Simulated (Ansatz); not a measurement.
# As (Pm-3m, 1 atom in the cell): following an unstable mode, part 3 of 3

Wanted: the energy along a soft mode of As (Pm-3m, 1 atom in the cell) and the structure at the end.

Ansatz 0.2.0; DFT PBEsol, scalar-relativistic, plane waves, PAW.

So far. Step 5 (Energy along the mode, all amplitudes (two of the runs …): The lowest of the steps tried is at 0.04 Å, 0.115 meV/atom below the parent; the bottom of the well need not coincide with a step. Step 7 (The new phase in its own primitive cell): The largest force component left is 0.046 meV/Å and the pressure is 0.000 GPa, within the tolerances set. The cell now holds 19.60 Å³/atom. The relaxed cell has a, b, c = 3.804, 10.760, 3.832 Å (conventional setting).

This is not the structure that As takes at ambient pressure and room temperature (space group No. 166); it is a model or a phase of other conditions.

### 8. Modes of the new phase, k-mesh 14×14×14

A relaxed structure may still be a saddle point, so its zone-centre modes are computed. No field response is asked, since the mesh shows no gap.

input.yaml

```yaml
crystal:
  lattice:
    - [-1.9018676662, 5.3800206158, 1.9157637336]
    - [1.9018676662, -5.3800206158, 1.9157637336]
    - [1.9018676662, 5.3800206158, -1.9157637336]
  atoms:
    - { symbol: As, position: [0.2285307292, 0.4785307292, 0.75] }
    - { symbol: As, position: [0.7714692708, 0.5214692708, 0.25] }
    - { symbol: As, position: [0.0, 0.5, 0.5] }
    - { symbol: As, position: [0.5, 0.5, 0.0] }
kpoints:
  mp_grid: { grid: [14, 14, 14] }
hamiltonian:
  xc: pbesol
scf:
  occupations: { method: methfessel_paxton, width: 0.15 }
output:
  eigenvalues: true
phonons:
  method: dfpt
```

Started as:

```bash
$ ansatz run input.yaml --threads 4 --pin off --max-ram 7168MiB --backend cpu --events-out ev --progress --plain --runs-dir out
```

Numbers of over 12 decimals in the logs are rounded to 6 here.

Output:

```text
zone centre: on kpoints.mp_grid the ground state, and the responses unless they are solved on pairs of k-points, stand on 744 of the mesh's 2744 k-points, reduced under 2 symmetry operations, with k and −k counted as one. Each operation leaves every solved displacement unchanged or reverses it
[...]
Crystal: 4 atoms, lattice volume = 78.409 Å³
Basis set: ecut = 420 eV, 1533 PW (Γ), exchange–correlation on 96×96×96 points (8 copies of the dense FFT grid, shifted against one another)
Bands: 36, of which v1, the nominal top of the filled ones, is band 30 counted from 1 (29 counted from 0)
Symmetry: 8 space group operations
k-points: 744 of 2744 (irreducible under 2 space group operations, time reversal used)
[...]
SCF iter   1: F=—  HF=-19251.781719 eV  |F-HF|=—  |Δ(HF+E_count)|=         —  Δρ=1.43e-3  dr2=1.12e-3  ethr=1.77e-3  ⟨swp⟩=5.3  Hψ=97082  notcnv=0
[...]
SCF iter  10: F=-19251.779966 eV  HF=-19251.779966 eV  |F-HF|=3.64e-12  |Δ(HF+E_count)|=  7.28e-12  S|Δr|=    0.00e0  Δρ=2.57e-8  dr2=4.51e-13  ethr=1.00e-12  ⟨swp⟩=7.4  Hψ=126730  notcnv=0
SCF 1 converged in 10 iterations: F = -19251.779966 eV  dr2 = 4.51e-13
[...]
DFPT response loops at Γ: preconditioner auto → Kerker (q_TF=auto, 2.609 Å⁻¹) (partly filled bands, converged f_vac=0.000); β = 1.00, the filter's whole step (`scf.mixing.beta` (0.50) is not read by the response loops under this deck's `scf.mixing.preconditioner`; to damp them name `kerker` or `kerker_dos`, under which they read `scf.mixing.beta`, and type it under 1.00, their step now; both keys bind the ground state too); Broyden in place of MSR1
the response loops of the zone centre start from zero, take more passes and end by a threshold: the memory limit or budget leaves too little room for the subspace of the ground state's own states beside the solves, or none could be made (phonons.method)
SCF converged after 10 iterations
[...]
Free energy (F): -19251.779966 eV
[...]
Internal energy: -19251.778578 eV  (E = F + TS)
E sigma→0 (E₀):  -19251.779619 eV
Entropy (-TS):   -0.001388 eV (-0.347 meV/atom)
Fermi energy:    11.731300 eV
[...]
--- Band table (eV; the first three rows and the last of 744) ---
  k-point 0: bands = [... 26 lower, 8.3503, 8.4107, 8.4542, 14.7561, 14.7880, 14.7903, 15.2619, 15.8466, ... 2 higher]
  k-point 1: bands = [... 26 lower, 8.3851, 8.5724, 8.6678, 14.1832, 14.8358, 15.1757, 15.4915, 15.5441, ... 2 higher]
  k-point 2: bands = [... 26 lower, 8.5699, 8.8711, 9.1119, 13.3997, 14.5463, 14.8282, 15.3359, 15.7262, ... 2 higher]
  k-point 743: bands = [... 26 lower, 9.2109, 9.2442, 9.8553, 9.8931, 9.9606, 13.9248, 16.6262, 16.7916, ... 2 higher]
--- Phonons (Γ-DFPT): 6 representative perturbations + reference, on 744 of 2744 k-points (Σ response iterations 46) ---
  k mesh reduced under 2 symmetry operations, with k and −k counted as one. Each operation leaves every solved displacement unchanged or reverses it
  ASR residual: 2.483e-5 → 0.000e0 eV/Å²; symmetrization residual: 1.830e-6 eV/Å²
  ASR residual per site (eV/Å²): 2.47e-5 2.47e-5 2.48e-5 2.48e-5
  Γ frequencies (cm⁻¹): -108.89 -64.29 -13.69 0.00 0.00 0.00 63.95 64.14 89.86 98.10 161.18 161.50
  non-analytic LO–TO correction: not included (Born effective charges unavailable; polar crystals: no LO–TO splitting at Γ)
```

The job ended after 18 min (4 threads of Arm Neoverse V1, shared host; peak memory 5.3 GiB; 72 min of CPU time).

Numbers from this step:

```
sum-rule residual before enforcement                    : 2.48e-5 eV/Å²
point group                                             : mmm
highest optical mode at the zone centre (no LO-TO term) : 161.5 cm⁻¹
lowest optical zone-centre mode                         : -108.9 cm⁻¹
```

Patterns of degenerate modes are one choice out of their space. Modes at Γ (negative means imaginary):

| mode | frequency (cm⁻¹) | symmetry |
| --- | --- | --- |
| 1 | -108.9 | B2u |
| 2 | -64.3 | Au |
| 3 | -13.7 | B2g |
| 4 | 0.0 | acoustic |
| 5 | 0.0 | acoustic |
| 6 | 0.0 | acoustic |
| 7 | 64.0 | B3u |
| 8 | 64.1 | B1u |
| 9 | 89.9 | Ag |
| 10 | 98.1 | B2u |
| 11 | 161.2 | B1u |
| 12 | 161.5 | B3g |

Displacements in mode 1 (-108.9 cm⁻¹), the largest set to 1:
```
As1  0.00 -0.29  0.00
As2  0.00 -0.29  0.00
As3  0.00  0.29  1.00
As4  0.00  0.29 -1.00
```

Displacements in mode 2 (-64.3 cm⁻¹), the largest set to 1:
```
As1  0.00  0.00  0.00
As2  0.00  0.00  0.00
As3 -1.00  0.00  0.00
As4  1.00  0.00  0.00
```

Before it was imposed, the acoustic sum rule was missed by 2.5e-5 eV/Å². Small misses are needed for a sound result but don't prove that mesh and cutoff are converged. The lowest optical mode is imaginary, 108.9i cm⁻¹, so the energy falls along it.

### 9. The phases reached

The phases reached along the modes that were followed are set side by side.

Energies are those of the first relaxation, on the mesh of the frozen mode; space group, volume and gap are those of the last relaxation. Phases, by row:

```
                   mode frozen in  space group  energy from parent (meV/atom)  volume (Å³/atom)  gap on mesh (eV)  lowest zone-centre optical mode (cm⁻¹)  largest shift (Å)
                           parent        Pm-3m                              0             19.43                 0                                       –                  –
q = (-0.5, -0.5, -0.5), 196i cm⁻¹       I4/mmm                         -46.02             20.26                 0                                    -110              0.154
q = (-0.5, -0.5, -0.5), 196i cm⁻¹         R-3m                         -79.66             20.84                 0                                   166.9                0.2
q = (-0.5, -0.5, -0.5), 196i cm⁻¹         Imma                         -70.46             20.68                 0                                    55.8               0.19
 q = (0.25, -0.5, -0.5), 51i cm⁻¹       I4_122                          -0.68             19.93                 0                                   -68.2              0.067
 q = (0.25, -0.5, -0.5), 51i cm⁻¹         Fmmm                          -9.35             20.37                 0                                   -74.7              0.154
 q = (0.25, -0.5, -0.5), 51i cm⁻¹         Imma                          -0.32              19.6                 0                                  -108.9              0.067
```

### 10. Outcome

| Property | Result |
| --- | --- |
| unstable mode of the parent | q = (0.25, -0.5, -0.5), 51i cm⁻¹ |
| depth at the lowest point sampled | 0.115 meV/atom |
| largest atomic shift at that point | 0.04 Å |
| space group reached | Imma |
| energy gained over the parent (first relaxation, on the mesh of the frozen mode) | 0.322 meV/atom |
| volume per atom, phase reached | 19.6 Å³ |
| lowest optical zone-centre mode, phase reached | -109 cm⁻¹ |
| highest optical mode at the zone centre (no LO-TO term), phase reached | 162 cm⁻¹ |

What this shows: Along this mode the structure falls into Imma, 0.322 meV/atom below the parent. At the parent's cell the well is 0.115 meV/atom deep on the steps tried, with its lowest point at a shift of 0.04 Å. Relaxing atoms and cell changes the gain by +0.21 meV/atom against the lowest step (energies at zero smearing). Most of the total comes from this relaxation. The new phase still has an imaginary mode at the zone centre of its cell, so it is a saddle point on the way to a lower structure. So shallow a well is near the error of the k mesh. Of the 6 patterns followed to their end from this parent, this one ends 79.3 meV/atom above the lowest, R-3m. Differences under 1.0 meV/atom are within the error of comparing unlike cells and meshes, so the order among close phases is not settled. Each path keeps the symmetry of its pattern, so a lower phase may lie along a pattern not tried. With no gap, or one that is small against the smearing, the frequencies hang on the k mesh and the smearing, most of all near Kohn anomalies.

[Logs are printed without paths, hosts, clocks, repeated set-up lines and the standing remarks that a program may print on its own settings, such as how far it seeks lower states.]

[Hosts, paths, dates, database ids (printed as entryN), source tags and the programs' standing remarks are cut or masked in the printed files.]
